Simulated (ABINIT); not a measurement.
# Calculated records

```cif
data_inp
_symmetry_space_group_name_H-M 'F-43m'
_symmetry_Int_Tables_number 216
_cell_length_a 5.8610
_cell_length_b 5.8610
_cell_length_c 5.8610
_cell_angle_alpha 90.000
_cell_angle_beta 90.000
_cell_angle_gamma 90.000
_cell_volume 201.33
loop_
_atom_site_label
_atom_site_type_symbol
_atom_site_symmetry_multiplicity
_atom_site_Wyckoff_symbol
_atom_site_fract_x
_atom_site_fract_y
_atom_site_fract_z
_atom_site_occupancy
In1 In 4 a 0.00000 0.00000 0.00000 1
P1 P 4 d 0.25000 0.25000 0.75000 1
_calc_subject 'InP (F-43m): a self-consistent loop beyond G0W0, cycle by cycle'
_calc_method 'RPA screening on PBE from quasiparticle energies, plane waves, norm-conserving pseudopotentials (and 5 further levels or steps)'
_calc_program 'ABINIT 10.8.3'
_calc_settings 'cutoff 31 Ha, PseudoDojo scalar-relativistic 0.4.1 standard, norm-conserving, ngkpt (4, 4, 4), nband 42, ecuteps 3.9 Ha, gwcalctyp 10, inclvkb 2, shiftk (0, 0, 0), symchi 1, awtr 1, frequency ppm, cycle 2, q points all but q = 0, 4×4×4 k-mesh'
_calc_cost '12 runs, 3.5 min in all on 4 MPI ranks of Arm Neoverse V2, shared host'
_calc_notes 'The database entry behind the starting cell differs from other determinations of this structure. The cell and positions come from the Crystallography Open Database and are kept as given unless a step says otherwise. Limits: no spin-orbit coupling. The first cycle of evGW0 takes the full correction, without the factor Z, so it overshoots the one-shot value. The 4×4×4 mesh is coarse for this cell, which bears on the long-range parts of exchange and screening. The norm-conserving file of at least one element keeps a d shell over frozen s and p shells of the same row. Exchange with those shells is missing from the self-energy, an error of 0.3 to 0.9 eV in cases checked, whose sign depends on which edge lies on those atoms. The RPA ε∞ on this mesh reaches over 25; with a narrow direct gap a coarse mesh can overstate it, and the correction is then too small.'
_calc_g0w0 '1.021 eV'
_calc_evgw0_cycle_1 '1.105 eV'
_calc_evgw0_cycle_2 '1.067 eV'
_calc_evgw0_cycle_3 '1.069 eV'
_calc_evgw_cycle_1 '1.125 eV'
_calc_evgw_cycle_2 '1.133 eV'
_calc_known_limits 'short of the basis limit; exchange with frozen shells missing; mesh may overstate the screening; no spin-orbit coupling; coarse k mesh'
```

[Long decimals in the printed logs are rounded to 6 places.]

[Logs are printed without paths, hosts, clocks, repeated set-up lines and the standing remarks that a program may print on its own settings, such as how far it seeks lower states.]

[Paths, hosts, dates, memory and timing lines, banners, echoed tables and standing remarks are left out of the program output; an Ansatz launch command may be rebuilt from the run's recorded settings. Measured values are a selection of at most five: reports struck by readers or far from the other reports are left out. None is set beside runs whose start may be inverted or whose files or cutoffs have a known fault.]

[Runs of the session that timed out or met a known fault of the program may be left out.]

[Hosts, paths, dates, database ids (printed as entryN), source tags and the programs' standing remarks are cut or masked in the printed files.]

[G0W0 gaps are taken among the corrected bands and points alone; a level outside them can change the order at an edge.]

[Where Ansatz stands beside ABINIT at settings called matched, ABINIT's density can come from a denser mesh and the files from another edition; pairs whose starting gaps differed by over 0.03 eV were left out, so agreement reads better than it is.]
